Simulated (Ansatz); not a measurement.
# La on Nb(110): change of the work function, part 2 of 3

Wanted: Δφ(θ) for La/Nb(110), starting from the hollow site.

Ansatz 0.2.0; plane-wave DFT, PBE, Ansatz PAW.

So far, work function, upper face (eV): step 2 (the clean slab) 4.49.

**3. The covered slab, k-mesh 4×4×1, coverage 0.111 ML**

System of this step: La/Nb(110). The cell holds 37 atoms: 36 Nb and 1 La. Cell: a = 8.574 Å, b = 8.574 Å, c = 28.423 Å, α = 90.0°, β = 90.0°, γ = 70.5°. Vacuum lies along c.

The clean slab as it ended is repeated in the plane and the adsorbate is set on one face; the cell's size fixes the coverage, and the k-mesh shrinks with it to keep the sampling density about even. Adsorbate and upper layers relax, since the dipole depends on the height.

Input file input.yaml:

```yaml
crystal:
  lattice:
    - [7.0003571337, -4.95, 0.0]
    - [7.0003571337, 4.95, 0.0]
    - [0.0, 0.0, 28.4229124645]
  atoms:
    - { symbol: Nb, position: [0.0, 0.0, 0.3166459458] }
    - { symbol: Nb, position: [0.1666666667, 0.1666666667, 0.3987435275] }
    - { symbol: Nb, position: [0.0, 0.0, 0.481867557] }
    - { symbol: Nb, position: [0.1666666667, 0.1666666667, 0.5610482843] }
    - { symbol: Nb, position: [0.0, 0.3333333333, 0.3166459458] }
    - { symbol: Nb, position: [0.1666666667, 0.5, 0.3987435275] }
    - { symbol: Nb, position: [0.0, 0.3333333333, 0.481867557] }
    - { symbol: Nb, position: [0.1666666667, 0.5, 0.5610482843] }
    - { symbol: Nb, position: [0.0, 0.6666666667, 0.3166459458] }
    - { symbol: Nb, position: [0.1666666667, 0.8333333333, 0.3987435275] }
    - { symbol: Nb, position: [0.0, 0.6666666667, 0.481867557] }
    - { symbol: Nb, position: [0.1666666667, 0.8333333333, 0.5610482843] }
    - { symbol: Nb, position: [0.3333333333, 0.0, 0.3166459458] }
    - { symbol: Nb, position: [0.5, 0.1666666667, 0.3987435275] }
    - { symbol: Nb, position: [0.3333333333, 0.0, 0.481867557] }
    - { symbol: Nb, position: [0.5, 0.1666666667, 0.5610482843] }
    - { symbol: Nb, position: [0.3333333333, 0.3333333333, 0.3166459458] }
    - { symbol: Nb, position: [0.5, 0.5, 0.3987435275] }
    - { symbol: Nb, position: [0.3333333333, 0.3333333333, 0.481867557] }
    - { symbol: Nb, position: [0.5, 0.5, 0.5610482843] }
    - { symbol: Nb, position: [0.3333333333, 0.6666666667, 0.3166459458] }
    - { symbol: Nb, position: [0.5, 0.8333333333, 0.3987435275] }
    - { symbol: Nb, position: [0.3333333333, 0.6666666667, 0.481867557] }
    - { symbol: Nb, position: [0.5, 0.8333333333, 0.5610482843] }
    - { symbol: Nb, position: [0.6666666667, 0.0, 0.3166459458] }
    - { symbol: Nb, position: [0.8333333333, 0.1666666667, 0.3987435275] }
    - { symbol: Nb, position: [0.6666666667, 0.0, 0.481867557] }
    - { symbol: Nb, position: [0.8333333333, 0.1666666667, 0.5610482843] }
    - { symbol: Nb, position: [0.6666666667, 0.3333333333, 0.3166459458] }
    - { symbol: Nb, position: [0.8333333333, 0.5, 0.3987435275] }
    - { symbol: Nb, position: [0.6666666667, 0.3333333333, 0.481867557] }
    - { symbol: Nb, position: [0.8333333333, 0.5, 0.5610482843] }
    - { symbol: Nb, position: [0.6666666667, 0.6666666667, 0.3166459458] }
    - { symbol: Nb, position: [0.8333333333, 0.8333333333, 0.3987435275] }
    - { symbol: Nb, position: [0.6666666667, 0.6666666667, 0.481867557] }
    - { symbol: Nb, position: [0.8333333333, 0.8333333333, 0.5610482843] }
    - { symbol: La, position: [0.28, 0.28, 0.6833540542] }
kpoints:
  mp_grid: { grid: [4, 4, 1] }
hamiltonian:
  xc: pbe
scf:
  occupations: { method: fermi_dirac, width: 0.1 }
  convergence: { dr2_threshold: 1.0e-08 }
efield:
  axis: 3
  dipole_correction: true
  ramp_position: 0.97
  ramp_width: 0.06
relax:
  f_tol: 0.02
  max_steps: 60
  constraints:
    - { sites: [0, 1, 4, 5, 8, 9, 12, 13, 16, 17, 20, 21, 24, 25, 28, 29, 32, 33] }
output:
  write_potential: true
  write_density: true
  volumetric_format: npy
```

Started as:

```
$ ansatz run input.yaml --threads 4 --pin off --max-ram 16384MiB --backend cpu --events-out ev --progress --plain --runs-dir out
```

Numbers of over 12 decimals in the logs are rounded to 6 here.

Output:

```text
[...]
Crystal: 37 atoms, lattice volume = 1969.808 Å³
Basis set: ecut = 420 eV, 38517 PW (Γ), exchange–correlation on 120×120×384 points (8 copies of the dense FFT grid, shifted against one another)
Bands: 288, of which v1, the nominal top of the filled ones, is band 240 counted from 1 (239 counted from 0)
Symmetry: 2 space group operations
[...]
k-points: 7 of 16 (time reversal used)
[...]
SCF iter   1: F=—  HF=-170114.848112 eV  |F-HF|=—  |Δ(HF+E_count)|=         —  Δρ=9.55e-3  dr2=3.33e1  ethr=1.77e-3  p=0.866 e·Å  D=7.95e-2 V/Å  ΔV_dip=-2.26 eV  dr2_dipole=3.79e-2  V_vac-E_F(+/−)=2.62/4.88 eV  ⟨swp⟩=11.9  Hψ=9969  notcnv=0
[...]
SCF iter  28: F=-170113.906276 eV  HF=-170113.906276 eV  |F-HF|=7.86e-10  |Δ(HF+E_count)|=  7.28e-10  Δρ=1.72e-7  dr2=2.68e-9  ethr=2.09e-12  p=0.812 e·Å  D=7.46e-2 V/Å  ΔV_dip=-2.12 eV  dr2_dipole=2.46e-10  V_vac-E_F(+/−)=2.40/4.52 eV  ⟨swp⟩=9.0  Hψ=13745  notcnv=0
SCF 1 converged in 28 iterations: F = -170113.906276 eV  dr2 = 2.68e-9
[...]
relax step   1: F+E_penalty+E_count = -170113.90627618 eV  Δ(F+E_penalty+E_count) = +0.000e0 eV  max|allowed force component| = 2.297e0 eV/Å  Δτ_max = 0.0000 Å  (28 SCF iters, accepted)
[...]
SCF iter  11: F=-170114.433645 eV  HF=-170114.433645 eV  |F-HF|=2.91e-11  |Δ(HF+E_count)|=   5.59e-9  Δρ=2.29e-7  dr2=1.63e-9  ethr=2.09e-12  p=0.819 e·Å  D=7.53e-2 V/Å  ΔV_dip=-2.14 eV  dr2_dipole=2.55e-10  V_vac-E_F(+/−)=2.38/4.52 eV  ⟨swp⟩=10.6  Hψ=14115  notcnv=0
SCF 2 converged in 11 iterations: F = -170114.433645 eV  dr2 = 1.63e-9
[...]
relax step   2: F+E_penalty+E_count = -170114.43364457 eV  Δ(F+E_penalty+E_count) = -5.274e-1 eV  max|allowed force component| = 2.304e0 eV/Å  Δτ_max = 0.1943 Å  (11 SCF iters, accepted)
SCF iter   1: F=—  HF=-170114.943442 eV  |F-HF|=—  |Δ(HF+E_count)|=         —  Δρ=2.53e-3  dr2=1.15e0  ethr=1.21e-3  p=0.819 e·Å  D=7.53e-2 V/Å  ΔV_dip=-2.14 eV  dr2_dipole=2.31e-1  V_vac-E_F(+/−)=2.39/4.53 eV  ⟨swp⟩=3.3  Hψ=3517  notcnv=0
[...]
SCF iter  12: F=-170114.894178 eV  HF=-170114.894178 eV  |F-HF|=2.62e-9  |Δ(HF+E_count)|=   3.29e-9  Δρ=1.62e-7  dr2=1.16e-9  ethr=2.09e-12  p=0.793 e·Å  D=7.28e-2 V/Å  ΔV_dip=-2.07 eV  dr2_dipole=1.91e-10  V_vac-E_F(+/−)=2.45/4.52 eV  ⟨swp⟩=9.1  Hψ=15092  notcnv=0
SCF 3 converged in 12 iterations: F = -170114.894178 eV  dr2 = 1.16e-9
relax step   3: F+E_penalty+E_count = -170114.89417816 eV  Δ(F+E_penalty+E_count) = -4.605e-1 eV  max|allowed force component| = 2.071e0 eV/Å  Δτ_max = 0.1903 Å  (12 SCF iters, accepted)
[... from here on, the SCF cycles and remarks between the steps are left out ...]
relax step   4: F+E_penalty+E_count = -170115.27209219 eV  Δ(F+E_penalty+E_count) = -3.779e-1 eV  max|allowed force component| = 1.552e0 eV/Å  Δτ_max = 0.1968 Å  (10 SCF iters, accepted)
relax step   5: F+E_penalty+E_count = -170115.51612160 eV  Δ(F+E_penalty+E_count) = -2.440e-1 eV  max|allowed force component| = 7.932e-1 eV/Å  Δτ_max = 0.1950 Å  (9 SCF iters, accepted)
relax step   6: F+E_penalty+E_count = -170115.65274543 eV  Δ(F+E_penalty+E_count) = -1.366e-1 eV  max|allowed force component| = 2.044e-1 eV/Å  Δτ_max = 0.1996 Å  (9 SCF iters, accepted)
relax step   7: F+E_penalty+E_count = -170115.68020051 eV  Δ(F+E_penalty+E_count) = -2.746e-2 eV  max|allowed force component| = 1.329e-1 eV/Å  Δτ_max = 0.1200 Å  (9 SCF iters, accepted)
relax step   8: F+E_penalty+E_count = -170115.69498084 eV  Δ(F+E_penalty+E_count) = -1.478e-2 eV  max|allowed force component| = 8.169e-2 eV/Å  Δτ_max = 0.1779 Å  (9 SCF iters, accepted)
relax step   9: F+E_penalty+E_count = -170115.70866431 eV  Δ(F+E_penalty+E_count) = -1.368e-2 eV  max|allowed force component| = 9.403e-2 eV/Å  Δτ_max = 0.2000 Å  (9 SCF iters, accepted)
relax step  10: F+E_penalty+E_count = -170115.71858138 eV  Δ(F+E_penalty+E_count) = -9.917e-3 eV  max|allowed force component| = 2.155e-2 eV/Å  Δτ_max = 0.1914 Å  (9 SCF iters, accepted)
relax step  11: F+E_penalty+E_count = -170115.71905927 eV  Δ(F+E_penalty+E_count) = -4.779e-4 eV  max|allowed force component| = 2.054e-2 eV/Å  Δτ_max = 0.0800 Å  (8 SCF iters, accepted)
SCF iter   1: F=—  HF=-170115.719197 eV  |F-HF|=—  |Δ(HF+E_count)|=         —  Δρ=1.92e-4  dr2=3.37e-3  ethr=2.06e-6  p=0.598 e·Å  D=5.50e-2 V/Å  ΔV_dip=-1.56 eV  dr2_dipole=3.04e-4  V_vac-E_F(+/−)=2.97/4.53 eV  ⟨swp⟩=2.0  Hψ=3161  notcnv=0
[...]
SCF iter   7: F=-170115.719270 eV  HF=-170115.719270 eV  |F-HF|=2.10e-9  |Δ(HF+E_count)|=   2.38e-8  Δρ=2.20e-7  dr2=2.30e-9  ethr=2.09e-12  p=0.598 e·Å  D=5.50e-2 V/Å  ΔV_dip=-1.56 eV  dr2_dipole=3.31e-12  V_vac-E_F(+/−)=2.97/4.53 eV  ⟨swp⟩=10.0  Hψ=13324  notcnv=0
SCF 12 converged in 7 iterations: F = -170115.719270 eV  dr2 = 2.30e-9
relax step  12: F+E_penalty+E_count = -170115.71927027 eV  Δ(F+E_penalty+E_count) = -2.110e-4 eV  max|allowed force component| = 3.222e-3 eV/Å  Δτ_max = 0.0071 Å  (7 SCF iters, accepted)
NSCF: frozen V_eff on 7 k-points
the band table was solved once a step of the walk had ended and its energy, with any forces and stress, was formed, with the checks that follow a solve (7245 applications of the Hamiltonian). They found nothing against the state; the energy, forces and stress were not computed again (output.eigenvalues in the input reference)
[...]
SCF converged after 7 iterations
Free energy (F): -170115.719270 eV
[...]
Internal energy: -170114.148430 eV  (E = F + TS)
E sigma→0 (E₀):  -170114.933850 eV
Entropy (-TS):   -1.570840 eV (-42.455 meV/atom)
Fermi energy:    3.778611 eV
Dipole field:    D = 0.054955 V/Å  (p = 0.598229 e·Å, saw-weighted, corrected)
Work function:   Φ+ = 2.9659 eV   Φ− = 4.5279 eV
[...]
--- Forces (eV/Å), atoms counted from 1 ---
  atom   1  Nb    -0.01410709     0.00000000     0.35179550
  atom   2  Nb    -0.07121583     0.00000000    -0.39964285
  atom   3  Nb     0.00172181     0.00000000     0.00179398
  atom   4  Nb     0.00112475     0.00000000    -0.00093032
  atom   5  Nb    -0.00736003    -0.02655827     0.33159079
  atom   6  Nb    -0.00030643    -0.02467902    -0.34267331
  atom   7  Nb     0.00136936     0.00066969    -0.00044843
  atom   8  Nb     0.00026529     0.00215278    -0.00218999
  atom   9  Nb     0.00003951     0.01424531     0.32550870
  atom  10  Nb     0.01315337     0.02089726    -0.29255121
  atom  11  Nb    -0.00172172    -0.00017895     0.00113991
  atom  12  Nb    -0.00211144     0.00054550    -0.00108526
  atom  13  Nb    -0.00736003     0.02655827     0.33159079
  atom  14  Nb    -0.00030643     0.02467902    -0.34267331
  atom  15  Nb     0.00136936    -0.00066969    -0.00044843
  atom  16  Nb     0.00026529    -0.00215278    -0.00218999
  atom  17  Nb    -0.00000361     0.00000000     0.32562300
  atom  18  Nb     0.07086797     0.00000000    -0.39957854
  atom  19  Nb     0.00158395     0.00000000     0.00182627
  atom  20  Nb     0.00126240     0.00000000     0.00082862
  atom  21  Nb     0.00740248    -0.02665293     0.33147202
  atom  22  Nb    -0.01305344    -0.02093052    -0.29282230
  atom  23  Nb     0.00007040    -0.00028638    -0.00074722
  atom  24  Nb    -0.00014023    -0.00002151    -0.00123896
  atom  25  Nb     0.00003951    -0.01424531     0.32550870
  atom  26  Nb     0.01315337    -0.02089726    -0.29255121
  atom  27  Nb    -0.00172172     0.00017895     0.00113991
  atom  28  Nb    -0.00211144    -0.00054550    -0.00108526
  atom  29  Nb     0.00740248     0.02665293     0.33147202
  atom  30  Nb    -0.01305344     0.02093052    -0.29282230
  atom  31  Nb     0.00007040     0.00028638    -0.00074722
  atom  32  Nb    -0.00014023     0.00002151    -0.00123896
  atom  33  Nb     0.01396495     0.00000000     0.35187853
  atom  34  Nb     0.00007893     0.00000000    -0.34987048
  atom  35  Nb    -0.00135452     0.00000000     0.00233216
  atom  36  Nb     0.00125581     0.00000000    -0.00117261
  atom  37  La    -0.00036629     0.00000000     0.00322208
  max |Σ_I F_I| component: 2.74e-5 eV/Å
--- Band table (eV; the first three rows and the last of 7) ---
  k-point 0: bands = [... 236 lower, 3.8991, 3.9311, 3.9329, 4.0100, 4.0112, 4.0520, 4.0591, 4.0880, ... 44 higher]
  k-point 1: bands = [... 236 lower, 3.7097, 3.7556, 3.7894, 3.8229, 3.8737, 3.8980, 3.9437, 4.0355, ... 44 higher]
  k-point 2: bands = [... 236 lower, 3.5932, 3.6408, 3.6853, 3.7138, 3.7636, 3.8164, 3.8602, 3.9203, ... 44 higher]
  k-point 6: bands = [... 236 lower, 3.5819, 3.5842, 3.6255, 3.6376, 3.7210, 3.7230, 3.7455, 3.7844, ... 44 higher]
--- Relaxed structure (12 steps of the walk, 12 accepted, 0 SCFs on fresh bases) ---
  F+E_penalty+E_count = -170115.71927027 eV   max|allowed force component| = 3.222e-3 eV/Å
  atoms:
    - { symbol: Nb, position: [0.0, 0.0, 0.316646] }
    - { symbol: Nb, position: [0.166667, 0.166667, 0.3987435275] }
    - { symbol: Nb, position: [-0.000782193, -0.000782193, 0.482191] }
    - { symbol: Nb, position: [0.160686, 0.160686, 0.560950] }
    - { symbol: Nb, position: [2.7755575615628914e-17, 0.333333, 0.316646] }
    - { symbol: Nb, position: [0.166667, 0.5, 0.3987435275] }
    - { symbol: Nb, position: [-0.0013604, 0.331520, 0.481532] }
    - { symbol: Nb, position: [0.166044, 0.500601, 0.558610] }
    - { symbol: Nb, position: [5.551115123125783e-17, 0.666667, 0.316646] }
    - { symbol: Nb, position: [0.166667, 0.833333, 0.3987435275] }
    - { symbol: Nb, position: [-0.000608922, 0.667297, 0.481620] }
    - { symbol: Nb, position: [0.168228, 0.830175, 0.562897] }
    - { symbol: Nb, position: [0.333333, 2.7755575615628914e-17, 0.316646] }
    - { symbol: Nb, position: [0.5, 0.166667, 0.3987435275] }
    - { symbol: Nb, position: [0.331520, -0.0013604, 0.481532] }
    - { symbol: Nb, position: [0.500601, 0.166044, 0.558610] }
    - { symbol: Nb, position: [0.333333, 0.333333, 0.316646] }
    - { symbol: Nb, position: [0.5, 0.5, 0.3987435275] }
    - { symbol: Nb, position: [0.333308, 0.333308, 0.480945] }
    - { symbol: Nb, position: [0.505961, 0.505961, 0.560922] }
    - { symbol: Nb, position: [0.333333, 0.6666666667, 0.316646] }
    - { symbol: Nb, position: [0.5, 0.833333, 0.3987435275] }
    - { symbol: Nb, position: [0.335126, 0.668023, 0.481530] }
    - { symbol: Nb, position: [0.498502, 0.836496, 0.562894] }
    - { symbol: Nb, position: [0.666667, 5.551115123125783e-17, 0.316646] }
    - { symbol: Nb, position: [0.833333, 0.166667, 0.3987435275] }
    - { symbol: Nb, position: [0.667297, -0.000608922, 0.481620] }
    - { symbol: Nb, position: [0.830175, 0.168228, 0.562897] }
    - { symbol: Nb, position: [0.6666666667, 0.333333, 0.316646] }
    - { symbol: Nb, position: [0.833333, 0.5, 0.3987435275] }
    - { symbol: Nb, position: [0.668023, 0.335126, 0.481530] }
    - { symbol: Nb, position: [0.836496, 0.498502, 0.562894] }
    - { symbol: Nb, position: [0.666667, 0.666667, 0.316646] }
    - { symbol: Nb, position: [0.8333333333, 0.8333333333, 0.3987435275] }
    - { symbol: Nb, position: [0.667456, 0.667456, 0.482185] }
    - { symbol: Nb, position: [0.833320, 0.833320, 0.562390] }
    - { symbol: La, position: [0.333478, 0.333478, 0.645113] }
```

It took 40 min on 4 threads of Arm Neoverse V1, shared host; peak memory 10 GiB.

The steps of the relaxation:

```csv
step,energy less that of the first step (eV),largest force component (eV/Å)
1,0.0000,2.2972
2,-0.5274,2.3039
3,-0.9879,2.0706
4,-1.3658,1.5524
5,-1.6098,0.7932
6,-1.7465,0.2044
7,-1.7739,0.1329
8,-1.7887,0.0817
9,-1.8024,0.0940
10,-1.8123,0.0215
11,-1.8128,0.0205
12,-1.8130,0.0032
```

The run keeps the 2 symmetry operations that it works with, so distortions that break them were not tested.

The atoms that moved most (Å):

```csv
atom,dx,dy,dz,length
La37,0.749,0.000,-1.087,1.320
Nb4,-0.084,0.000,-0.003,0.084
Nb20,0.083,0.000,-0.004,0.084
Nb16,0.000,-0.006,-0.069,0.070
Nb8,0.000,0.006,-0.069,0.070
Nb28,-0.011,0.023,0.053,0.059
Nb12,-0.011,-0.023,0.053,0.059
Nb24,0.012,0.023,0.052,0.058
```

The relaxed structure:

```xyz
37
Lattice="7.0004 -4.9500 0.0000 7.0004 4.9500 0.0000 0.0000 0.0000 28.4229" Properties=species:S:1:pos:R:3
Nb    0.0000    0.0000    9.0000
Nb    2.3335    0.0000   11.3335
Nb   -0.0110    0.0000   13.7053
Nb    2.2497    0.0000   15.9438
Nb    2.3335    1.6500    9.0000
Nb    4.6669    1.6500   11.3335
Nb    2.3112    1.6478   13.6865
Nb    4.6668    1.6561   15.8773
Nb    4.6669    3.3000    9.0000
Nb    7.0004    3.3000   11.3335
Nb    4.6671    3.3061   13.6891
Nb    6.9892    3.2766   15.9992
Nb    2.3335   -1.6500    9.0000
Nb    4.6669   -1.6500   11.3335
Nb    2.3112   -1.6478   13.6865
Nb    4.6668   -1.6561   15.8773
Nb    4.6669    0.0000    9.0000
Nb    7.0004    0.0000   11.3335
Nb    4.6665    0.0000   13.6699
Nb    7.0838    0.0000   15.9430
Nb    7.0004    1.6500    9.0000
Nb    9.3338    1.6500   11.3335
Nb    7.0224    1.6478   13.6865
Nb    9.3455    1.6731   15.9991
Nb    4.6669   -3.3000    9.0000
Nb    7.0004   -3.3000   11.3335
Nb    4.6671   -3.3061   13.6891
Nb    6.9892   -3.2766   15.9992
Nb    7.0004   -1.6500    9.0000
Nb    9.3338   -1.6500   11.3335
Nb    7.0224   -1.6478   13.6865
Nb    9.3455   -1.6731   15.9991
Nb    9.3338    0.0000    9.0000
Nb   11.6673    0.0000   11.3335
Nb    9.3449    0.0000   13.7051
Nb   11.6671    0.0000   15.9848
La    4.6689    0.0000   18.3360
```

This step gave:

- energy at zero smearing: -170114.9339 eV
- work function, upper face: 2.966 eV
- work function, lower face: 4.528 eV
- dipole along the normal: 0.5982 e·Å
- step between the vacuum levels: -1.562 eV

Running mean over 2.333 Å of the planar mean; the ramp of the sawtooth is left out. The electron's electrostatic potential energy less the Fermi level by z:

z (Å), electron's electrostatic potential energy less the Fermi level (eV) and a bar from the least value:
```
        4        4.5 ##############################
        5        4.5 ##############################
        6        4.3 ##############################
        7        2.8 ###########################
        8       -5.9 ###########
        9      -11.0 #
       10      -11.0 #
       11      -10.9 #
       12      -10.8 ##
       13      -10.8 ##
       14      -11.2 #
       15      -11.6 
       16      -11.0 #
       17       -6.2 ##########
       18        0.7 #######################
       19        1.6 #########################
       20        2.5 ##########################
       21        2.9 ###########################
       22        3.0 ###########################
       23        3.0 ###########################
       24        3.0 ###########################
       25        3.0 ###########################
```

The relaxation took 12 steps and lowered the energy by 1.8 eV; the largest force on the free atoms ends at 0.0032 eV/Å.

The covered face has 2.97 eV, -1.53 eV against the clean one; the bare back face has moved by -0.00 eV, a measure of how thin the slab is.

[end of part 2 of 3]

[Logs are printed without paths, hosts, clocks, repeated set-up lines and the standing remarks that a program may print on its own settings, such as how far it seeks lower states.]

[Hosts, paths, dates, database ids (printed as entryN), source tags and the programs' standing remarks are cut or masked in the printed files.]

[Maps of the electrostatic potential energy from Ansatz leave out the sawtooth potential of an applied field or a dipole correction, so their vacuum need not be flat; planar profiles and work functions include it.]
